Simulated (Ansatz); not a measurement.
# Co2P2Ir: relaxing a made-up structure

This structure for Co2P2Ir is made up. Its elements were placed in a known structure type with a cell scaled to their sizes. What cell does the guess relax to, and how far off was it?

Program: Ansatz 0.2.0. Level of theory: DFT, PBE, plane-wave PAW, files of the set soft_1, scalar-relativistic, ferromagnetic start, cell and ions relaxed at zero pressure; PAW set soft_1. Results are calculated unless marked as measured.

## (1) The starting structure

Symmetry: I4/mmm, No. 139, tetragonal system. The conventional cell has a = 3.581 Å, b = 3.581 Å, c = 8.537 Å, α = 90.00°, β = 90.00°, γ = 90.00°. Nearest to Ir lie 10 P at 2.77 to 3.15 Å and 8 Co at 2.79 Å. Nearest to Co lie 4 P at 2.06 Å and 4 Co at 2.53 Å and 4 Ir at 2.79 Å. Nearest to P lie 4 Co at 2.06 Å and 1 P at 2.23 Å and 5 Ir at 2.77 to 3.15 Å. Farther neighbours are not listed.

## (2) Relaxation of the guess

The guessed cell has no reason to be at equilibrium. It is relaxed with the atoms, within the space group of the guess.

File input.yaml:

```yaml
crystal:
  lattice:
    - [-1.7905, 1.7905, 4.2685]
    - [1.7905, -1.7905, 4.2685]
    - [1.7905, 1.7905, -4.2685]
  atoms:
    - { symbol: Ir, position: [0.0, 0.0, 0.0], spin: 0.6 }
    - { symbol: Co, position: [0.25, 0.75, 0.5], spin: 2.0 }
    - { symbol: Co, position: [0.75, 0.25, 0.5], spin: 2.0 }
    - { symbol: P, position: [0.3692, 0.3692, 0.0] }
    - { symbol: P, position: [0.6308, 0.6308, 0.0] }
magnetization:
  spin_polarized: true
kpoints:
  mp_grid: { grid: [10, 10, 10] }
scf:
  occupations: { method: fermi_dirac, width: 0.05 }
hamiltonian:
  xc: pbe
  pseudopotentials: { kind: paw, azcp: { folder: soft_1 } }
relax:
  f_tol: 0.015
  max_steps: 70
  cell: {}
output:
  forces: true
  stress: true
```

Run with:

```
$ ansatz run input.yaml --threads 4 --pin off --max-ram 8192MiB --backend cpu --events-out ev --progress --plain --runs-dir out
```

Numbers of over 12 decimals in the logs are rounded to 6 here.

The log of the run:

```text
Engine: ansatz 0.2.0, aarch64-unknown-linux-gnu
Pseudopotentials: kind: paw
Pseudopotential: Ir, paw, valence charge 17, recommended cutoff 420 eV (normal), soft_1/Ir.paw.azcp
Pseudopotential: Co, paw, valence charge 17, recommended cutoff 420 eV (normal), soft_1/Co.paw.azcp
Pseudopotential: P, paw, valence charge 5, recommended cutoff 420 eV (normal), soft_1/P.paw.azcp
Functional definition: PBE
  parameter kappa = 0.804
  parameter beta = 0.066725
  exchange = pbe_x(kappa = kappa, mu = beta*pi^2/3)
  correlation = pbe_c(beta = beta)
Crystal: 5 atoms, lattice volume = 54.737 Å³
Basis set: ecut = 420 eV, 1071 PW (Γ), exchange–correlation on 72×72×72 points (8 copies of the dense FFT grid, shifted against one another)
Bands: 40, of which v1, the nominal top of the filled ones, is band 31 counted from 1 (30 counted from 0)
Symmetry: 16 space group operations
Space group: I4/mmm (ITA 139), of the structure as read, at distance tolerance 3.8e-5 Å
Magnetic group: BNS 139.531 (UNI 1191), of the structure as read, at distance tolerance 3.8e-5 Å
k-points: 102 of 1000
Non-local potential: Ir, projectors of the file, l = 0: 3, l = 1: 2, l = 2: 2, l = 3: 1
Non-local potential: Co, projectors of the file, l = 0: 3, l = 1: 2, l = 2: 3, l = 3: 1
Non-local potential: P, projectors of the file, l = 0: 2, l = 1: 2, l = 2: 1
PAW form: soft (Blöchl's): semilocal exchange-correlation on the pseudo side does not see the compensation charge
PAW one-centre angular grid: Ir, 590 points (default); XC on 64 Gauss nodes
PAW one-centre angular grid: Co, 590 points (default); XC on 64 Gauss nodes
PAW one-centre angular grid: P, 110 points (default); XC on 64 Gauss nodes
Initial density: superposition of atomic densities (chi_scale 0.1, normalization cell)
Starting moments: Σ|m| = 4.6 μB on 3 of 5 sites
Initial wavefunctions: pseudopotential atomic-orbital guess
Functional: x = pbe(κ = 0.804, μ = 0.219515), c = pbe(β = 0.066725)
SCF iter   1: F=—  HF=-23694.022112 eV  |F-HF|=—  |Δ(HF+E_count)|=         —  Δρ=8.59e-2 (↑8.59e-2 ↓3.71e-2)  dr2=3.44e0  dr2_m=1.06e0  M=2.667 μB ∫|m|=3.201 μB  β_m=0.30  ethr=3.10e-3  ⟨swp⟩=7.1  Hψ=34924  notcnv=0  defer=17
Mixer restart at iter 1: flushing history
preconditioner: auto → Kerker (q_TF=auto, 2.778 Å⁻¹)  [metal: Δε(μ)=0.003 eV  Ē_g=9.224 eV  σ=0.050 eV  W_gap=0.01  n_scr=14 (ndim 8)  ℏωp=30.5 eV  f_vac=0.000  D(μ)=2.89/eV (n_scr^D=32)]
spin=Collinear: Kerker preconditioning applied to the charge; magnetization (m = ρ↑ − ρ↓) channel mixes plain (no charge-response kernel on spin).
SCF iter   2: F=—  HF=-23693.218837 eV  |F-HF|=—  |Δ(HF+E_count)|=   8.03e-1  Δρ=6.56e-2 (↑3.51e-2 ↓6.56e-2)  dr2=1.51e0  dr2_m=1.04e0  M=2.397 μB ∫|m|=2.872 μB  β_m=0.38  ethr=3.10e-3  ⟨swp⟩=2.1  Hψ=14013  notcnv=0  defer=475
SCF iter   3: F=—  HF=-23695.976261 eV  |F-HF|=—  |Δ(HF+E_count)|=    2.76e0  Δρ=6.73e-2 (↑2.89e-2 ↓6.73e-2)  dr2=1.61e0  dr2_m=1.03e0  M=2.037 μB ∫|m|=2.484 μB  β_m=0.23  ethr=2.47e-3  ⟨swp⟩=2.4  Hψ=10845  notcnv=0  defer=472
SCF iter   4: F=—  HF=-23697.820951 eV  |F-HF|=—  |Δ(HF+E_count)|=    1.84e0  Δρ=5.13e-2 (↑3.28e-2 ↓5.13e-2)  dr2=7.97e-1  dr2_m=8.15e-1  M=1.722 μB ∫|m|=2.118 μB  β_m=0.33  ethr=2.47e-3  ⟨swp⟩=2.0  Hψ=10898  notcnv=0  defer=520
SCF iter   5: F=—  HF=-23699.651947 eV  |F-HF|=—  |Δ(HF+E_count)|=    1.83e0  Δρ=4.01e-2 (↑4.01e-2 ↓1.32e-2)  dr2=5.54e-1  dr2_m=2.57e-1  M=1.081 μB ∫|m|=1.313 μB  β_m=0.92  ethr=1.31e-3  ⟨swp⟩=2.9  Hψ=13857  notcnv=0  defer=522
SCF iter   6: F=—  HF=-23700.249034 eV  |F-HF|=—  |Δ(HF+E_count)|=   5.97e-1  Δρ=3.39e-2 (↑3.18e-2 ↓3.39e-2)  dr2=1.80e0  dr2_m=1.46e-2  M=-0.035 μB ∫|m|=0.088 μB  β_m=0.96  ethr=9.08e-4  ⟨swp⟩=3.1  Hψ=15944  notcnv=0  defer=560
SCF iter   7: F=—  HF=-23700.185098 eV  |F-HF|=—  |Δ(HF+E_count)|=         —  Δρ=4.18e-3 (↑4.18e-3 ↓3.80e-3)  dr2=3.46e-2  dr2_m=5.00e-4  M=0.023 μB ∫|m|=0.032 μB  β_m=0.96  ethr=9.08e-4  ⟨swp⟩=2.7  Hψ=13515  notcnv=0  defer=615
Mixer restart at iter 7: flushing history
SCF iter   8: F=—  HF=-23700.204437 eV  |F-HF|=—  |Δ(HF+E_count)|=   1.93e-2  Δρ=1.07e-2 (↑9.78e-3 ↓1.07e-2)  dr2=1.39e-1  dr2_m=1.51e-4  M=0.009 μB ∫|m|=0.011 μB  β_m=0.96  ethr=5.68e-5  ⟨swp⟩=2.7  Hψ=16728  notcnv=0  defer=603
SCF iter   9: F=—  HF=-23700.182956 eV  |F-HF|=—  |Δ(HF+E_count)|=   2.15e-2  Δρ=7.32e-4 (↑7.32e-4 ↓5.06e-4)  dr2=5.73e-4  dr2_m=9.04e-5  M=0.007 μB ∫|m|=0.009 μB  β_m=0.98  ethr=5.68e-5  ⟨swp⟩=2.3  Hψ=16051  notcnv=0  defer=598
SCF iter  10: F=—  HF=-23700.183282 eV  |F-HF|=—  |Δ(HF+E_count)|=   3.26e-4  Δρ=1.06e-3 (↑9.49e-4 ↓1.06e-3)  dr2=1.79e-3  dr2_m=2.84e-6  M=0.001 μB ∫|m|=0.002 μB  β_m=0.98  ethr=9.40e-7  ⟨swp⟩=2.0  Hψ=14194  notcnv=0  defer=596
SCF iter  11: F=—  HF=-23700.183036 eV  |F-HF|=—  |Δ(HF+E_count)|=   2.46e-4  Δρ=1.73e-4 (↑1.73e-4 ↓1.31e-4)  dr2=3.73e-5  dr2_m=5.42e-7  M=0.001 μB ∫|m|=0.001 μB  β_m=0.99  ethr=9.40e-7  ⟨swp⟩=2.5  Hψ=13597  notcnv=0  defer=596
SCF iter  12: F=—  HF=-23700.183054 eV  |F-HF|=—  |Δ(HF+E_count)|=   1.85e-5  Δρ=1.19e-4 (↑1.19e-4 ↓9.06e-5)  dr2=1.95e-5  dr2_m=1.90e-7  M=0.000 μB ∫|m|=0.000 μB  β_m=1.00  ethr=6.12e-8  ⟨swp⟩=2.0  Hψ=8934  notcnv=0  defer=596
SCF iter  13: F=—  HF=-23700.183053 eV  |F-HF|=—  |Δ(HF+E_count)|=   1.56e-6  Δρ=6.98e-6 (↑6.63e-6 ↓6.98e-6)  dr2=7.31e-8  dr2_m=9.66e-10  M=0.000 μB ∫|m|=0.000 μB  β_m=1.00  ethr=3.20e-8  ⟨swp⟩=2.0  Hψ=9824  notcnv=0  defer=596
SCF iter  14: F=—  HF=-23700.183053 eV  |F-HF|=—  |Δ(HF+E_count)|=   2.03e-8  Δρ=2.10e-6 (↑1.71e-6 ↓2.10e-6)  dr2=6.01e-9  dr2_m=2.46e-10  M=0.000 μB ∫|m|=0.000 μB  β_m=1.00  ethr=1.20e-10  ⟨swp⟩=2.0  Hψ=11433  notcnv=0  defer=596
SCF iter  15: F=-23700.183053 eV  HF=-23700.183053 eV  |F-HF|=9.13e-9  |Δ(HF+E_count)|=  1.75e-10  Δρ=2.38e-6 (↑2.37e-6 ↓2.38e-6)  dr2=1.09e-8  dr2_m=3.25e-12  M=0.000 μB ∫|m|=0.000 μB  ethr=9.85e-12  ⟨swp⟩=1.9  Hψ=21559  notcnv=0
WARN: the starting moments were not kept: the SCF closed with an absolute magnetisation of 3.6e-6 μB, where they sum to 4.6 μB in size (3 sites). That is at most 0.1 of that sum. Measured as dr2_m measures the in/out step, that magnetisation stands 3.4e-12 eV from none, at or under the dr2_threshold of 1.0e-7 eV: it is no larger than a step whose dr2_m would equal this threshold. The system may hold no moment; this S [...]
SCF 1 converged in 15 iterations: F = -23700.183053 eV  dr2 = 1.09e-8
  greatest PAW one-centre occupation: 1.001 electrons in one spin orbital (limit 2), on the Co atom at site 2 (counted from 0), in its partial waves of l = 1
[...]
relax step   5: F+E_penalty+E_count = -23701.24771501 eV  Δ(F+E_penalty+E_count) = -2.246e-4 eV  max|allowed force component| = 6.304e-3 eV/Å  Δτ_max = 0.0009 Å  P = +0.092 GPa  Ω = 60.658 Å³  energy of the carried Pulay correction = -3.809e-3 eV  (11 SCF iters, dr2 threshold 5.00e-7 eV, accepted)
[...]
relax step   6: F+E_penalty+E_count = -23701.24772364 eV  Δ(F+E_penalty+E_count) = -8.631e-6 eV  max|allowed force component| = 4.661e-3 eV/Å  Δτ_max = 0.0002 Å  P = +0.004 GPa  Ω = 60.686 Å³  energy of the carried Pulay correction = -3.826e-3 eV  (9 SCF iters, dr2 threshold 5.21e-8 eV, accepted)
Initial wavefunctions: pseudopotential atomic-orbital guess (no wavefunctions were taken with the density)
iter 1 solved again at ethr=1.10e-6 eV; its pass at ethr=3.10e-3 eV (dr2=6.70e-4 eV) is discarded
SCF iter   1: F=—  HF=-23701.251322 eV  |F-HF|=—  |Δ(HF+E_count)|=         —  Δρ=3.18e-4 (↑3.18e-4 ↓3.18e-4)  dr2=6.68e-5  dr2_m=6.17e-12  M=-0.000 μB ∫|m|=0.000 μB  β_m=0.65  ethr=1.10e-6  ⟨swp⟩=3.0  Hψ=55527  notcnv=0
preconditioner: auto → Kerker (q_TF=auto, 2.145 Å⁻¹)  [metal: Δε(μ)=0.007 eV  Ē_g=8.389 eV  σ=0.050 eV  W_gap=0.03  n_scr=10 (ndim 8)  ℏωp=29.0 eV  f_vac=0.000  D(μ)=4.63/eV (n_scr^D=44)]
spin=Collinear: Kerker preconditioning applied to the charge; magnetization (m = ρ↑ − ρ↓) channel mixes plain (no charge-response kernel on spin).
SCF iter   2: F=—  HF=-23701.251674 eV  |F-HF|=—  |Δ(HF+E_count)|=   3.52e-4  Δρ=1.22e-4 (↑1.21e-4 ↓1.22e-4)  dr2=5.01e-6  dr2_m=8.45e-12  M=-0.000 μB ∫|m|=0.000 μB  β_m=0.47  ethr=1.09e-7  ⟨swp⟩=2.0  Hψ=10681  notcnv=0
SCF iter   3: F=—  HF=-23701.251711 eV  |F-HF|=—  |Δ(HF+E_count)|=   3.68e-5  Δρ=6.75e-5 (↑6.75e-5 ↓6.75e-5)  dr2=1.53e-6  dr2_m=4.19e-12  M=-0.000 μB ∫|m|=0.000 μB  β_m=0.48  ethr=8.22e-9  ⟨swp⟩=2.0  Hψ=14538  notcnv=0
SCF iter   4: F=—  HF=-23701.251730 eV  |F-HF|=—  |Δ(HF+E_count)|=   1.95e-5  Δρ=3.61e-5 (↑3.60e-5 ↓3.61e-5)  dr2=6.67e-7  dr2_m=3.61e-12  M=-0.000 μB ∫|m|=0.000 μB  β_m=0.74  ethr=2.50e-9  ⟨swp⟩=1.5  Hψ=8323  notcnv=0
SCF iter   5: F=—  HF=-23701.251741 eV  |F-HF|=—  |Δ(HF+E_count)|=   1.01e-5  Δρ=3.62e-5 (↑3.61e-5 ↓3.62e-5)  dr2=2.93e-6  dr2_m=2.64e-12  M=-0.000 μB ∫|m|=0.000 μB  β_m=0.87  ethr=1.09e-9  ⟨swp⟩=2.2  Hψ=10602  notcnv=0  recentre
SCF iter   6: F=—  HF=-23701.251744 eV  |F-HF|=—  |Δ(HF+E_count)|=   3.80e-6  Δρ=1.30e-5 (↑1.29e-5 ↓1.30e-5)  dr2=2.77e-7  dr2_m=1.64e-12  M=-0.000 μB ∫|m|=0.000 μB  β_m=0.88  ethr=1.09e-9  ⟨swp⟩=2.7  Hψ=14932  notcnv=0
SCF iter   7: F=—  HF=-23701.251746 eV  |F-HF|=—  |Δ(HF+E_count)|=   1.44e-6  Δρ=4.60e-6 (↑4.53e-6 ↓4.60e-6)  dr2=3.85e-8  dr2_m=7.83e-13  M=-0.000 μB ∫|m|=0.000 μB  β_m=0.94  ethr=4.53e-10  ⟨swp⟩=2.3  Hψ=13979  notcnv=0
SCF iter   8: F=—  HF=-23701.251746 eV  |F-HF|=—  |Δ(HF+E_count)|=   6.13e-8  Δρ=9.54e-7 (↑9.15e-7 ↓9.54e-7)  dr2=2.05e-9  dr2_m=3.42e-13  M=-0.000 μB ∫|m|=0.000 μB  β_m=0.97  ethr=6.31e-11  ⟨swp⟩=2.3  Hψ=14784  notcnv=0
SCF iter   9: F=—  HF=-23701.251745 eV  |F-HF|=—  |Δ(HF+E_count)|=   3.18e-7  Δρ=9.69e-7 (↑9.01e-7 ↓9.69e-7)  dr2=2.03e-9  dr2_m=6.78e-13  M=-0.000 μB ∫|m|=0.000 μB  β_m=0.97  ethr=3.37e-12  ⟨swp⟩=2.6  Hψ=12965  notcnv=0
SCF iter  10: F=—  HF=-23701.251745 eV  |F-HF|=—  |Δ(HF+E_count)|=   1.80e-9  Δρ=1.32e-7 (↑1.32e-7 ↓9.80e-8)  dr2=2.49e-11  dr2_m=1.78e-13  M=-0.000 μB ∫|m|=0.000 μB  β_m=0.98  ethr=3.32e-12  ⟨swp⟩=2.3  Hψ=14279  notcnv=0
SCF iter  11: F=—  HF=-23701.251745 eV  |F-HF|=—  |Δ(HF+E_count)|=  1.82e-11  Δρ=2.69e-8 (↑1.72e-8 ↓2.69e-8)  dr2=9.77e-13  dr2_m=1.65e-13  M=-0.000 μB ∫|m|=0.000 μB  β_m=0.99  ethr=1.00e-12  ⟨swp⟩=1.0  Hψ=8160  notcnv=0
SCF iter  12: F=—  HF=-23701.251745 eV  |F-HF|=—  |Δ(HF+E_count)|=  1.09e-11  Δρ=4.67e-8 (↑4.67e-8 ↓2.98e-8)  dr2=3.06e-12  dr2_m=4.20e-14  M=-0.000 μB ∫|m|=0.000 μB  β_m=0.97  ethr=1.00e-12  ⟨swp⟩=1.0  Hψ=8160  notcnv=0  recentre
SCF iter  13: F=-23701.251745 eV  HF=-23701.251745 eV  |F-HF|=7.28e-12  |Δ(HF+E_count)|=  7.28e-12  Δρ=5.86e-8 (↑5.27e-8 ↓5.86e-8)  dr2=1.02e-11  dr2_m=6.49e-15  M=-0.000 μB ∫|m|=0.000 μB  ethr=1.00e-12  ⟨swp⟩=2.5  Hψ=22408  notcnv=0
the starting moments were not kept: the SCF closed with an absolute magnetisation of 8.9e-7 μB, where they sum to 4.6 μB in size (3 sites). That is at most 0.1 of that sum. Measured as dr2_m measures the in/out step, that magnetisation stands 7.5e-13 eV from none, at or under the dr2_threshold of 5.0e-11 eV: it is no larger than a step whose dr2_m would equal this threshold.
SCF 7 converged in 13 iterations: F = -23701.251745 eV  dr2 = 1.02e-11
relax step   7: F+E_penalty+E_count = -23701.25174550 eV  Δ(F+E_penalty+E_count) = -4.022e-3 eV  max|allowed force component| = 4.897e-3 eV/Å  Δτ_max = 0.0000 Å  P = +0.027 GPa  Ω = 60.686 Å³  stress off target by 3.86e-2 GPa  SCF on the basis re-selected at this cell (its energy is not comparable with the rows above)  (13 SCF iters)
basis re-selected at this cell: Δ(F+E_penalty+E_count) = -4.022e-3 eV, ΔP = +0.023 GPa vs the last step (what re-selecting the basis moved, of the pressure what is left beyond the Pulay correction that the steps carried, after the strain that the cell walked since its last selection, with what the two solves' SCF thresholds leave and, on support functions, any second-order correction that the steps lacked; it is no m [...]
SCF converged after 13 iterations
Magnetization: -0.0000 μB (30.5000 up, 30.5000 down)
Absolute magnetization: 0.0000 μB (∫|ρ↑−ρ↓|, with the PAW one-centre terms)
Spin contamination: 0.0000 ħ² per cell (⟨S²⟩ above its minimum at these occupations)
Per-site moments (μB) at R_I (Å): [(2.012215417529086e-8, 1.169011), (-3.758186688868596e-7, 0.901342), (-3.7581866890311873e-7, 0.901342), (1.1515826350103775e-9, 0.861073), (1.151582575301273e-9, 0.861073)]
Free energy (F): -23701.251745 eV
Harris-Foulkes:  -23701.251745 eV  (|F-HF|=7.28e-12)
Internal energy: -23701.215513 eV  (E = F + TS)
E sigma→0 (E₀):  -23701.233629 eV
Entropy (-TS):   -0.036232 eV (-7.246 meV/atom)
Fermi energy:    18.143040 eV
--- Per-component energies (eV) ---
  E_band       = -604.388810
  E_kinetic    = 1284.496388
  E_local      = -8137.392353  (includes V_loc(G=0)·N_el)
  E_nonlocal   = 1132.244302
  E_hartree    = 3583.666081
  E_xc         = -565.828384
  E_vxc        = -623.393808  (∫ρ·V_xc dr)
  E_paw        = -13536.480121  (= ΣΔE_a)
  E_vpaw       = -1427.675965  (= ΣTr[D̂ρ^β])
  E_aug_tail   = 0.000291  (compensation charges beyond the density's cutoff)
  E_ewald      = -7461.921718
  E_smearing   = -0.036232  (= −TS)
  E_closure    = -0.000000  (closes the sum)
  Σ components = -23701.251745   (vs F -23701.251745, Δ=0.00e0)
--- Forces (eV/Å), atoms counted from 1 ---
  atom   1  Ir     0.00000000     0.00000000    -0.00000000
  atom   2  Co    -0.00000000    -0.00000000     0.00000000
  atom   3  Co     0.00000000    -0.00000000     0.00000000
  atom   4  P     -0.00000000     0.00000000    -0.00489745
  atom   5  P      0.00000000    -0.00000000     0.00489745
  max |Σ_I F_I| component: 2.17e-17 eV/Å
--- Stress (GPa, compression-positive) ---
        0.038600      -0.000000      -0.000000
       -0.000000       0.038600      -0.000000
       -0.000000       0.000000       0.004260
  P = ⅓ Tr σ = 0.0272 GPa (0.272 kbar)
--- Relaxed structure (6 steps of the walk, 6 accepted, 1 SCFs on fresh bases) ---
  F+E_penalty+E_count = -23701.25174550 eV   max|allowed force component| = 4.897e-3 eV/Å   (the final SCF, on the basis selected at the relaxed cell)
  cell:  # Å, volume = 60.6856 Å³
    - [-1.863062, 1.863062, 4.370903]
    - [1.863062, -1.863062, 4.370903]
    - [1.863062, 1.863062, -4.370903]
  atoms:
    - { symbol: Ir, position: [0, 0, 0] }
    - { symbol: Co, position: [0.250000, 0.750000, 0.500000] }
    - { symbol: Co, position: [0.750000, 0.250000, 0.500000] }
    - { symbol: P, position: [0.380605, 0.380605, 0] }
    - { symbol: P, position: [0.619395, 0.619395, 0] }
```

Run time: 74 s. Hardware: 4 threads of Arm Neoverse V1, shared host; peak memory 0.66 GiB.

The steps of the relaxation:

| step | energy less that of the first step (eV) | largest force component (eV/Å) | pressure (GPa) | volume (Å³) |
| --- | --- | --- | --- | --- |
| 1 | 0.0000 | 4.7306 | 34.31 | 54.74 |
| 2 | -0.9716 | 1.7386 | 5.16 | 59.57 |
| 3 | -1.0535 | 0.5553 | 2.33 | 60.07 |
| 4 | -1.0644 | 0.0757 | 0.36 | 60.58 |
| 5 | -1.0647 | 0.0063 | 0.09 | 60.66 |
| 6 | -1.0647 | 0.0047 | 0.00 | 60.69 |
| 7* | -1.0687 | 0.0049 | 0.03 | 60.69 |

Relaxation steps marked * repeat the geometry before them on a plane-wave basis chosen anew for their cell, so energy and pressure can jump there.

Forces are held to the 16 operations that the run works with; a distortion that breaks them can't arise in this run.

| conventional cell, symmetrised | before | after | change |
| --- | --- | --- | --- |
| a (Å) | 3.581 | 3.726 | +4.1 % |
| b (Å) | 3.581 | 3.726 | +4.1 % |
| c (Å) | 8.537 | 8.742 | +2.4 % |
| volume (Å³/atom) | 10.95 | 12.14 | +10.9 % |

The atoms that moved most (Å, as changes of fractional coordinates times the final cell):

| atom | dx | dy | dz | length |
| --- | --- | --- | --- | --- |
| P5 | 0.000 | 0.000 | -0.100 | 0.100 |
| P4 | 0.000 | 0.000 | 0.100 | 0.100 |

The relaxed structure:

```
Ir Co P
1.0
    -1.86306    1.86306    4.37090
     1.86306   -1.86306    4.37090
     1.86306    1.86306   -4.37090
Ir Co P
1 2 2
Direct
  0.00000 0.00000 0.00000
  0.25000 0.75000 0.50000
  0.75000 0.25000 0.50000
  0.38061 0.38061 0.00000
  0.61939 0.61939 0.00000
```

Numbers from this step:

```yaml
free_energy: -23701.2517 eV
energy_at_zero_smearing: -23701.2336 eV
smearing_term_ts: 0.03623 eV
fermi_energy: 18.14 eV
electrons: 61
symmetry_operations: 16
pressure: 0.02715 GPa
```

Shortest distances by pair of elements, guess and relaxed (not always the same contact):

| pair | guess (Å) | relaxed (Å) |
| --- | --- | --- |
| P–P | 2.233 | 2.087 |
| Co–P | 2.059 | 2.185 |
| Co–Co | 2.532 | 2.635 |
| Ir–P | 2.767 | 2.834 |
| Co–Ir | 2.786 | 2.872 |

The relaxation ends with a largest force component of 0.0049 eV/Å and a pressure of 0.03 GPa. No moment survives the cycle: this start ends non-magnetic.

## (3) Results

| Item | Value |
| --- | --- |
| space group, relaxed | I4/mmm |
| conventional cell | a = 3.726, b = 3.726, c = 8.742 Å; α = 90.0°, β = 90.0°, γ = 90.0° |
| volume per atom | 12.14 Å³ (guess 10.95) |
| total moment | 0.00 μB in the cell of 5 atoms |

In words: Co2P2Ir relaxes to I4/mmm with a = 3.726, b = 3.726 and c = 8.742 Å. The guessed volume was 10 % too small. The space group I4/mmm was held in the relaxation, so the end point is a stationary structure within it and may be a saddle against distortions or other arrangements. The moments died out from this one start and weren't seeded again at the relaxed cell. Mesh and cutoff weren't tested. Spin-orbit coupling is left out, which can matter for elements this heavy. No dispersion term is used, so weakly bound directions may come out too long. Nothing here tests whether the compound is stable against decomposition.

[Logs are printed without paths, hosts, clocks, repeated set-up lines and the standing remarks that a program may print on its own settings, such as how far it seeks lower states.]

[Hosts, paths, dates, database ids (printed as entryN), source tags and the programs' standing remarks are cut or masked in the printed files.]
